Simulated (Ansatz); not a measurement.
# LaGaO3 (Pm-3m): from the cell to its phonons

Wanted: phonon frequencies of LaGaO3 (Pm-3m) and what follows from them.

Program: Ansatz 0.2.0. Level of theory: DFT PBEsol, scalar-relativistic, plane waves, PAW; PAW set soft_1. Results are calculated unless marked as measured.

## 1. Set-up

Symmetry: Pm-3m, No. 221, cubic system. Conventional cell: a = 3.913 Å, b = 3.913 Å, c = 3.913 Å, α = 90.00°, β = 90.00°, γ = 90.00°. La has 12 O at 2.77 Å nearest. Nearest to Ga lie 6 O at 1.96 Å. Nearest to O lie 2 Ga at 1.96 Å and 4 La at 2.77 Å. Farther neighbours and most contacts between anions are not listed.

## 2. Bringing the structure to rest

Harmonic phonons are second derivatives at a point where the forces vanish, and they are wanted at zero stress, so atoms and cell are relaxed first.

Contents of input.yaml:

```yaml
crystal:
  lattice:
    - [3.913456, 0.0, 0.0]
    - [0.0, 3.913456, 0.0]
    - [0.0, 0.0, 3.913456]
  atoms:
    - { symbol: La, position: [0.5, 0.5, 0.5] }
    - { symbol: Ga, position: [0.0, 0.0, 0.0] }
    - { symbol: O, position: [0.0, 0.5, 0.0] }
    - { symbol: O, position: [0.0, 0.0, 0.5] }
    - { symbol: O, position: [0.5, 0.0, 0.0] }
kpoints:
  mp_grid: { grid: [6, 6, 6] }
hamiltonian:
  xc: pbesol
  pseudopotentials: { kind: paw, azcp: { folder: soft_1 }, xc_functional: pbe }
scf:
  occupations: { method: gaussian, width: 0.02 }
output:
  forces: true
  stress: true
  eigenvalues: true
relax:
  adjacent_minimum: "off"
  f_tol: 0.005
  max_steps: 80
  cell: { stress_tol: 0.05 }
```

On the command line:

```console
ansatz run input.yaml --threads 4 --pin off --max-ram 10240MiB --backend cpu --events-out ev --progress --plain --runs-dir out
```

Numbers of over 12 decimals in the logs are rounded to 6 here.

Output:

```text
Engine: ansatz 0.2.0, aarch64-unknown-linux-gnu
Pseudopotentials: kind: paw
Pseudopotential: La, paw, valence charge 11, recommended cutoff 420 eV (normal), soft_1/La.paw.azcp
Pseudopotential: Ga, paw, valence charge 13, recommended cutoff 420 eV (normal), soft_1/Ga.paw.azcp
Pseudopotential: O, paw, valence charge 6, recommended cutoff 420 eV (normal), soft_1/O.paw.azcp
Functional definition: PBEsol
  exchange = pbesol_x
  correlation = pbesol_c
Crystal: 5 atoms, lattice volume = 59.935 Å³
Basis set: ecut = 420 eV, 1189 PW (Γ), exchange–correlation on 54×54×54 points (8 copies of the dense FFT grid, shifted against one another)
Bands: 26, of which v1, the nominal top of the filled ones, is band 21 counted from 1 (20 counted from 0)
Symmetry: 48 space group operations
Space group: Pm-3m (ITA 221), of the structure as read, at distance tolerance 3.9e-5 Å
k-points: 20 of 216
Non-local potential: La, projectors of the file, l = 0: 3, l = 1: 2, l = 2: 2, l = 3: 3
Non-local potential: Ga, projectors of the file, l = 0: 2, l = 1: 2, l = 2: 3, l = 3: 1
Non-local potential: O, projectors of the file, l = 0: 2, l = 1: 2, l = 2: 1
PAW form: soft (Blöchl's): semilocal exchange-correlation on the pseudo side does not see the compensation charge
PAW frozen core: La, regenerated for the run's functional, and the local potential with it (the file was generated under x = pbe(κ = 0.804, μ = 0.219515), c = pbe(β = 0.066725))
PAW frozen core: Ga, regenerated for the run's functional, and the local potential with it (the file was generated under x = pbe(κ = 0.804, μ = 0.219515), c = pbe(β = 0.066725))
PAW frozen core: O, regenerated for the run's functional, and the local potential with it (the file was generated under x = pbe(κ = 0.804, μ = 0.219515), c = pbe(β = 0.066725))
PAW one-centre angular grid: La, 590 points (default); XC on 64 Gauss nodes
PAW one-centre angular grid: Ga, 590 points (default); XC on 64 Gauss nodes
PAW one-centre angular grid: O, 110 points (default); XC on 64 Gauss nodes
Initial density: superposition of atomic densities (chi_scale 0.1, normalization cell, long waves kept (reshape's long-wave potential 0.00 eV rms))
Initial wavefunctions: pseudopotential atomic-orbital guess
Functional: x = pbesol(κ = 0.804, μ = 0.123457), c = pbesol(β = 0.046)
SCF iter   1: F=—  HF=-11593.454410 eV  |F-HF|=—  |Δ(HF+E_count)|=         —  Δρ=7.91e-2  dr2=2.12e0  ethr=3.10e-3  ⟨swp⟩=4.7  Hψ=2039  notcnv=0
preconditioner: auto → Resta (q_TF=auto, 2.571 Å⁻¹)  ε∞=8.0  [insulator: Δε(μ)=2.215 eV  Ē_g=11.501 eV  σ=0.020 eV  W_gap=1.00  n_scr=18 (ndim 8)  ℏωp=30.3 eV  f_vac=0.000  D(μ)=0.00/eV (n_scr^D=0)  ε∞_Penn≈8.0]
SCF iter   2: F=—  HF=-11593.149027 eV  |F-HF|=—  |Δ(HF+E_count)|=   3.05e-1  Δρ=3.65e-2  dr2=4.13e-1  ethr=3.10e-3  ⟨swp⟩=3.8  Hψ=1221  notcnv=0  defer=10
SCF iter   3: F=—  HF=-11593.102742 eV  |F-HF|=—  |Δ(HF+E_count)|=   4.63e-2  Δρ=1.76e-2  dr2=9.56e-2  ethr=9.84e-4  ⟨swp⟩=2.2  Hψ=905  notcnv=0  defer=10
SCF iter   4: F=—  HF=-11593.087920 eV  |F-HF|=—  |Δ(HF+E_count)|=   1.48e-2  Δρ=2.55e-3  dr2=3.04e-3  ethr=2.28e-4  ⟨swp⟩=3.2  Hψ=1004  notcnv=0  defer=11
SCF iter   5: F=—  HF=-11593.089163 eV  |F-HF|=—  |Δ(HF+E_count)|=   1.24e-3  Δρ=7.45e-4  dr2=2.52e-4  ethr=7.23e-6  ⟨swp⟩=2.0  Hψ=973  notcnv=0  defer=12
SCF iter   6: F=—  HF=-11593.089097 eV  |F-HF|=—  |Δ(HF+E_count)|=   6.52e-5  Δρ=5.23e-4  dr2=9.67e-5  ethr=5.99e-7  ⟨swp⟩=2.1  Hψ=1031  notcnv=0  defer=12
SCF iter   7: F=—  HF=-11593.089012 eV  |F-HF|=—  |Δ(HF+E_count)|=   8.56e-5  Δρ=9.29e-5  dr2=3.81e-6  ethr=2.30e-7  ⟨swp⟩=2.0  Hψ=825  notcnv=0  defer=12
SCF iter   8: F=—  HF=-11593.088939 eV  |F-HF|=—  |Δ(HF+E_count)|=   7.31e-5  Δρ=2.10e-5  dr2=2.94e-7  ethr=9.06e-9  ⟨swp⟩=2.0  Hψ=901  notcnv=0  defer=12
SCF iter   9: F=-11593.088939 eV  HF=-11593.088939 eV  |F-HF|=6.00e-11  |Δ(HF+E_count)|=   6.42e-8  Δρ=3.71e-6  dr2=7.44e-9  ethr=2.38e-10  ⟨swp⟩=8.3  Hψ=2451  notcnv=0
SCF 1 converged in 9 iterations: F = -11593.088939 eV  dr2 = 7.44e-9
  greatest PAW one-centre occupation: 0.998 electrons in one spin orbital (limit 2), on the Ga atom at site 1 (counted from 0), in its partial waves of l = 2
relax step   1: F+E_penalty+E_count = -11593.08893873 eV  Δ(F+E_penalty+E_count) = +0.000e0 eV  max|allowed force component| = 5.811e-30 eV/Å  Δτ_max = 0.0000 Å  P = -6.689 GPa  Ω = 59.935 Å³  (9 SCF iters, dr2 threshold 1.00e-7 eV, accepted)
Crystal: 5 atoms, lattice volume = 57.938 Å³
Basis set: ecut = 420 eV, 1141 PW (Γ), exchange–correlation on 54×54×54 points (8 copies of the dense FFT grid, shifted against one another)
Initial density: handed on by an earlier stage of this run
Initial wavefunctions: those handed on with the density
iter 1 solved again at ethr=1.32e-5 eV; its pass at ethr=3.10e-3 eV (dr2=5.55e-3 eV) is discarded
SCF iter   1: F=—  HF=-11593.141808 eV  |F-HF|=—  |Δ(HF+E_count)|=         —  Δρ=4.11e-3  dr2=5.62e-3  ethr=1.32e-5  ⟨swp⟩=2.0  Hψ=3208  notcnv=0
preconditioner: auto → Resta (q_TF=auto, 2.586 Å⁻¹)  ε∞=6.1  [insulator: Δε(μ)=3.359 eV  Ē_g=13.976 eV  σ=0.020 eV  W_gap=1.00  n_scr=18 (ndim 8)  ℏωp=31.6 eV  f_vac=0.000  D(μ)=0.00/eV (n_scr^D=0)  ε∞_Penn≈6.1]
SCF iter   2: F=—  HF=-11593.140521 eV  |F-HF|=—  |Δ(HF+E_count)|=   1.29e-3  Δρ=1.21e-3  dr2=5.70e-4  ethr=1.32e-5  ⟨swp⟩=2.0  Hψ=1019  notcnv=0
SCF iter   3: F=—  HF=-11593.140486 eV  |F-HF|=—  |Δ(HF+E_count)|=   3.51e-5  Δρ=6.55e-4  dr2=1.66e-4  ethr=1.36e-6  ⟨swp⟩=2.3  Hψ=790  notcnv=0
SCF iter   4: F=—  HF=-11593.140417 eV  |F-HF|=—  |Δ(HF+E_count)|=   6.86e-5  Δρ=1.16e-4  dr2=4.15e-6  ethr=3.96e-7  ⟨swp⟩=2.5  Hψ=896  notcnv=0
SCF iter   5: F=-11593.140419 eV  HF=-11593.140419 eV  |F-HF|=2.41e-8  |Δ(HF+E_count)|=   2.06e-6  Δρ=1.78e-5  dr2=1.16e-7  ethr=1.19e-9  ⟨swp⟩=7.2  Hψ=2496  notcnv=0
SCF 2 converged in 5 iterations: F = -11593.140419 eV  dr2 = 1.16e-7
relax step   2: F+E_penalty+E_count = -11593.14041910 eV  Δ(F+E_penalty+E_count) = -5.148e-2 eV  max|allowed force component| = 3.090e-30 eV/Å  Δτ_max = 0.0000 Å  P = -0.543 GPa  Ω = 57.938 Å³  energy of the carried Pulay correction = +5.252e-3 eV  (5 SCF iters, dr2 threshold 5.00e-7 eV, accepted)
Crystal: 5 atoms, lattice volume = 57.768 Å³
iter 1 solved again at ethr=1.30e-7 eV; its pass at ethr=3.10e-3 eV (dr2=5.48e-5 eV) is discarded
SCF iter   1: F=—  HF=-11593.141230 eV  |F-HF|=—  |Δ(HF+E_count)|=         —  Δρ=3.67e-4  dr2=4.67e-5  ethr=1.30e-7  ⟨swp⟩=2.0  Hψ=3100  notcnv=0
preconditioner: auto → Resta (q_TF=auto, 2.587 Å⁻¹)  ε∞=6.1  [insulator: Δε(μ)=3.348 eV  Ē_g=13.977 eV  σ=0.020 eV  W_gap=1.00  n_scr=18 (ndim 8)  ℏωp=31.7 eV  f_vac=0.000  D(μ)=0.00/eV (n_scr^D=0)  ε∞_Penn≈6.1]
SCF iter   2: F=—  HF=-11593.141145 eV  |F-HF|=—  |Δ(HF+E_count)|=   8.47e-5  Δρ=1.06e-4  dr2=4.71e-6  ethr=1.11e-7  ⟨swp⟩=2.0  Hψ=919  notcnv=0
SCF iter   3: F=—  HF=-11593.141145 eV  |F-HF|=—  |Δ(HF+E_count)|=   1.20e-7  Δρ=6.03e-5  dr2=1.50e-6  ethr=1.19e-9  ⟨swp⟩=6.0  Hψ=2362  notcnv=0
SCF iter   4: F=-11593.141145 eV  HF=-11593.141145 eV  |F-HF|=1.09e-8  |Δ(HF+E_count)|=   1.17e-7  Δρ=1.05e-5  dr2=3.42e-8  ethr=1.19e-9  ⟨swp⟩=5.0  Hψ=2276  notcnv=0
SCF 3 converged in 4 iterations: F = -11593.141145 eV  dr2 = 3.42e-8
relax step   3: F+E_penalty+E_count = -11593.14114539 eV  Δ(F+E_penalty+E_count) = -7.263e-4 eV  max|allowed force component| = 2.643e-30 eV/Å  Δτ_max = 0.0000 Å  P = +0.033 GPa  Ω = 57.768 Å³  energy of the carried Pulay correction = +5.707e-3 eV  (4 SCF iters, dr2 threshold 5.00e-7 eV, accepted)
[...]
relax step   4: F+E_penalty+E_count = -11593.13647823 eV  Δ(F+E_penalty+E_count) = +4.667e-3 eV  max|allowed force component| = 9.926e-31 eV/Å  Δτ_max = 0.0000 Å  P = -0.110 GPa  Ω = 57.768 Å³  stress off target by 1.10e-1 GPa  SCF on the basis re-selected at this cell (its energy is not comparable with the rows above)  (7 SCF iters)
[...]
relax step   5: F+E_penalty+E_count = -11593.13657638 eV  Δ(F+E_penalty+E_count) = -9.815e-5 eV  max|allowed force component| = 2.084e-30 eV/Å  Δτ_max = 0.0000 Å  P = +0.000 GPa  Ω = 57.736 Å³  energy of the carried Pulay correction = +8.703e-5 eV  (4 SCF iters, dr2 threshold 3.03e-8 eV, accepted)
iter 1 solved again at ethr=1.79e-8 eV; its pass at ethr=3.10e-3 eV (dr2=7.51e-6 eV) is discarded
SCF iter   1: F=—  HF=-11593.136465 eV  |F-HF|=—  |Δ(HF+E_count)|=         —  Δρ=9.02e-6  dr2=7.39e-9  ethr=1.79e-8  ⟨swp⟩=3.7  Hψ=3846  notcnv=0
SCF iter   2: F=—  HF=-11593.136391 eV  |F-HF|=—  |Δ(HF+E_count)|=   7.36e-5  Δρ=4.98e-6  dr2=3.77e-9  ethr=1.76e-11  ⟨swp⟩=2.8  Hψ=1037  notcnv=0
SCF iter   3: F=—  HF=-11593.136391 eV  |F-HF|=—  |Δ(HF+E_count)|=   1.23e-9  Δρ=2.04e-6  dr2=5.23e-10  ethr=8.98e-12  ⟨swp⟩=2.0  Hψ=690  notcnv=0
SCF iter   4: F=-11593.136391 eV  HF=-11593.136391 eV  |F-HF|=0.00e0  |Δ(HF+E_count)|=  2.20e-10  Δρ=3.27e-7  dr2=2.97e-11  ethr=1.00e-12  ⟨swp⟩=3.4  Hψ=2234  notcnv=0
SCF 6 converged in 4 iterations: F = -11593.136391 eV  dr2 = 2.97e-11
relax step   6: F+E_penalty+E_count = -11593.13639144 eV  Δ(F+E_penalty+E_count) = +1.849e-4 eV  max|allowed force component| = 1.854e-30 eV/Å  Δτ_max = 0.0000 Å  P = -0.001 GPa  Ω = 57.736 Å³  stress off target by 1.32e-3 GPa  SCF on the basis re-selected at this cell (its energy is not comparable with the rows above)  (4 SCF iters)
basis re-selected at this cell: Δ(F+E_penalty+E_count) = +1.849e-4 eV, ΔP = -0.002 GPa vs the last step (what re-selecting the basis moved, of the pressure what is left beyond the Pulay correction that the steps carried, after the strain that the cell walked since its last selection, with what the two solves' SCF thresholds leave and, on support functions, any second-order correction that the steps lacked; it is no m [...]
SCF converged after 4 iterations
Free energy (F): -11593.136391 eV
Harris-Foulkes:  -11593.136391 eV  (|F-HF|=0.00e0)
Internal energy: -11593.136391 eV  (E = F + TS)
E sigma→0 (E₀):  -11593.136391 eV
Fermi energy:    13.225466 eV
--- Per-component energies (eV) ---
  E_band       = 75.638221
  E_kinetic    = 805.873598
  E_local      = -2418.787008  (includes V_loc(G=0)·N_el)
  E_nonlocal   = 162.277273
  E_hartree    = 1316.423391
  E_xc         = -418.033935
  E_vxc        = -475.073891  (∫ρ·V_xc dr)
  E_paw        = -7763.446997  (= ΣΔE_a)
  E_vpaw       = -631.500957  (= ΣTr[D̂ρ^β])
  E_aug_tail   = 0.002240  (compensation charges beyond the density's cutoff)
  E_ewald      = -3278.582831
  E_core_change = 1.137879  (= ΣΔE_core)
  E_smearing   = -0.000000  (= −TS)
  E_closure    = 0.000000  (closes the sum)
  Σ components = -11593.136391   (vs F -11593.136391, Δ=0.00e0)
--- Forces (eV/Å), atoms counted from 1 ---
  atom   1  La     0.00000000     0.00000000     0.00000000
  atom   2  Ga    -0.00000000     0.00000000     0.00000000
  atom   3  O     -0.00000000    -0.00000000    -0.00000000
  atom   4  O     -0.00000000    -0.00000000     0.00000000
  atom   5  O     -0.00000000     0.00000000     0.00000000
  max |Σ_I F_I| component: 4.34e-30 eV/Å
--- Stress (GPa, compression-positive) ---
       -0.001319      -0.000000       0.000000
       -0.000000      -0.001319       0.000000
        0.000000       0.000000      -0.001319
  P = ⅓ Tr σ = -0.0013 GPa (-0.013 kbar)
--- Band table (eV; the first three rows and the last of 20) ---
  k-point 0: bands = [... 17 lower, 10.2006, 11.3217, 11.3217, 11.3217, 14.8989, 14.8989, 15.4524, 15.8440, ... 1 higher]
  k-point 1: bands = [... 17 lower, 10.0838, 10.7499, 11.1699, 11.1699, 15.2153, 15.3420, 15.8167, 16.0129, ... 1 higher]
  k-point 2: bands = [... 17 lower, 10.0321, 10.0321, 10.7882, 10.7882, 15.5260, 15.7683, 15.7786, 15.9528, ... 1 higher]
  k-point 19: bands = [... 17 lower, 11.5392, 11.5520, 11.5520, 11.5520, 15.7311, 15.7311, 15.7311, 15.9396, ... 1 higher]
--- Relaxed structure (4 steps of the walk, 4 accepted, 2 SCFs on fresh bases) ---
  F+E_penalty+E_count = -11593.13639144 eV   max|allowed force component| = 1.854e-30 eV/Å   (the final SCF, on the basis selected at the relaxed cell)
  cell:  # Å, volume = 57.7355 Å³
    - [3.864984, 0, 0]
    - [0, 3.864984, 0]
    - [0, 0, 3.864984]
  atoms:
    - { symbol: La, position: [0.5, 0.5, 0.5] }
    - { symbol: Ga, position: [0, 0, 0] }
    - { symbol: O, position: [0, 0.5, 0] }
    - { symbol: O, position: [0, 0, 0.5] }
    - { symbol: O, position: [0.5, 0, 0] }
```

Run time: 4.7 s. Hardware: 4 threads of Arm Neoverse V1, shared host; peak memory 0.39 GiB; 16 s of CPU time.

Step by step:

```csv
step,energy less that of the first step (eV),largest force component (eV/Å),pressure (GPa),volume (Å³)
1,0.0000,0.0000,-6.69,59.94
2,-0.0515,0.0000,-0.54,57.94
3,-0.0522,0.0000,0.03,57.77
4*,-0.0475,0.0000,-0.11,57.77
5,-0.0476,0.0000,0.00,57.74
6*,-0.0475,0.0000,0.00,57.74
```

Relaxation steps marked * repeat the geometry before them on a plane-wave basis chosen anew for their cell, so energy and pressure can jump there.

The run keeps the 48 symmetry operations that it works with, so distortions that break them were not tested.

```csv
"conventional cell, symmetrised",before,after,change
a (Å),3.913,3.865,-1.2 %
b (Å),3.913,3.865,-1.2 %
c (Å),3.913,3.865,-1.2 %
volume (Å³/atom),11.99,11.55,-3.7 %
```

Final coordinates:

```xyz
5
Lattice="3.8650 0.0000 0.0000 0.0000 3.8650 0.0000 0.0000 0.0000 3.8650" Properties=species:S:1:pos:R:3 pbc="T T T"
La    1.9325    1.9325    1.9325
Ga    0.0000    0.0000    0.0000
O     0.0000    1.9325    0.0000
O     0.0000    0.0000    1.9325
O     1.9325    0.0000    0.0000
```

This step gave:

```
pressure           : -0.001319 GPa
gap on the k-mesh  : 3.347 eV
volume per atom    : 11.55 Å³
direct gap on mesh : 3.577 eV
```

In this step the volume went from 11.99 to 11.55 Å³/atom.

## 3. Relaxing to small forces for the phonons

Phonons need a cell at rest on their own settings, so the relaxation is repeated with tight tolerances on forces and stress on the k mesh and occupations of the first response run.

input.yaml, the sections that differ from step 2:

```yaml
crystal:
  lattice:
    - [3.8649841263, 0.0, 0.0]
    - [0.0, 3.8649841263, 0.0]
    - [0.0, 0.0, 3.8649841263]
  atoms:
    - { symbol: La, position: [0.5, 0.5, 0.5] }
    - { symbol: Ga, position: [0.0, 0.0, 0.0] }
    - { symbol: O, position: [0.0, 0.5, 0.0] }
    - { symbol: O, position: [0.0, 0.0, 0.5] }
    - { symbol: O, position: [0.5, 0.0, 0.0] }
kpoints:
  mp_grid: { grid: [8, 8, 8] }
scf:
  occupations: { method: fixed }
relax:
  adjacent_minimum: "off"
  f_tol: 0.001
  max_steps: 60
  cell: { stress_tol: 0.01 }
# hamiltonian, output: as in step 2
```

Output:

```text
[...]
Crystal: 5 atoms, lattice volume = 57.736 Å³
Basis set: ecut = 420 eV, 1141 PW (Γ), exchange–correlation on 54×54×54 points (8 copies of the dense FFT grid, shifted against one another)
Bands: 26, of which v1, the nominal top of the filled ones, is band 21 counted from 1 (20 counted from 0)
Symmetry: 48 space group operations
[...]
k-points: 35 of 512
[...]
--- Relaxed structure (1 steps of the walk, 1 accepted, 1 SCFs on fresh bases) ---
[...]
cell:  # Å, volume = 57.7355 Å³
    - [3.8649841263, 0.0, 0.0]
    - [0.0, 3.8649841263, 0.0]
    - [0.0, 0.0, 3.8649841263]
  atoms:
    - { symbol: La, position: [0.5, 0.5, 0.5] }
    - { symbol: Ga, position: [0.0, 0.0, 0.0] }
    - { symbol: O, position: [0.0, 0.5, 0.0] }
    - { symbol: O, position: [0.0, 0.0, 0.5] }
    - { symbol: O, position: [0.5, 0.0, 0.0] }
[key lines of the parts left out:]
SCF converged after 6 iterations
Free energy (F): -11593.136478 eV
Fermi energy:    11.551970 eV
P = ⅓ Tr σ = -0.0016 GPa (-0.016 kbar)
```

The job ended after 2.7 s (4 threads; peak memory 0.41 GiB; 9.4 s of CPU time).

Little changed from the start: no atom moved by 0.005 Å and no cell edge by 0.1 %.

Numbers from this step:

| Quantity | Value |
| --- | --- |
| pressure | -0.001643 GPa |

The forces vanish by symmetry and the pressure is -0.002 GPa, within the tolerances set. The cell now holds 11.55 Å³/atom.

(Part 1 of 3 ends here.)

[Logs are printed without paths, hosts, clocks, repeated set-up lines and the standing remarks that a program may print on its own settings, such as how far it seeks lower states.]

[Hosts, paths, dates, database ids (printed as entryN), source tags and the programs' standing remarks are cut or masked in the printed files.]
